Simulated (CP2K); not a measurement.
Two runs for the C K edge of vinyl fluoride. Run A: CP2K XAS_TDP, all-electron GAPW, PBEh(45%), aug-cc-pVTZ, TDA, no relativity. Run B differs in one setting.

First lines with a strength over 0.0015. A:

```csv
atom,energy (eV),states,"strength, one atom"
C1 (bonded to C and 2 H),280.86,1,0.0495
,283.80,1,0.0077
,284.25,1,0.0169
,285.03,1,0.0034
,285.21,1,0.0027
"C2 (bonded to C, F and H)",282.72,1,0.0629
,285.55,1,0.0448
,286.37,1,0.0134
,287.04,1,0.0017
,287.70,1,0.0028
```

B:

| atom | energy (eV) | states | strength, one atom |
| --- | --- | --- | --- |
| C1 (bonded to C and 2 H) | 281.27 | 1 | 0.0479 |
|  | 285.18 | 1 | 0.0274 |
|  | 285.77 | 1 | 0.0183 |
|  | 287.76 | 1 | 0.0021 |
|  | 289.04 | 1 | 0.0278 |
| C2 (bonded to C, F and H) | 283.18 | 1 | 0.0608 |
|  | 286.36 | 1 | 0.0580 |
|  | 287.94 | 1 | 0.0234 |
|  | 292.12 | 1 | 0.0091 |
|  | 293.81 | 1 | 0.0289 |

Question: Which was it: the basis, the functional, GW2X switched on, scalar relativity switched on?

The basis (basis from aug-cc-pVTZ to 6-31G*; the lines alone don't name the new value). A basis moves diffuse and continuum lines far more than the leading valence line. Against PBEh(45%) in aug-cc-pVTZ, the leading lines move by +0.41 eV (C1, to 281.27) and +0.46 eV (C2, to 283.18). The next line of C1 over the strength cut lies 3.91 eV higher, against 2.94.

[Banner, clock and machine lines of the logs are left out without a mark of their own.]

[Logs are printed without paths, hosts, clocks, repeated set-up lines and the standing remarks that a program may print on its own settings, such as how far it seeks lower states.]

[Hosts, paths, dates, database ids (printed as entryN), source tags and the programs' standing remarks are cut or masked in the printed files.]
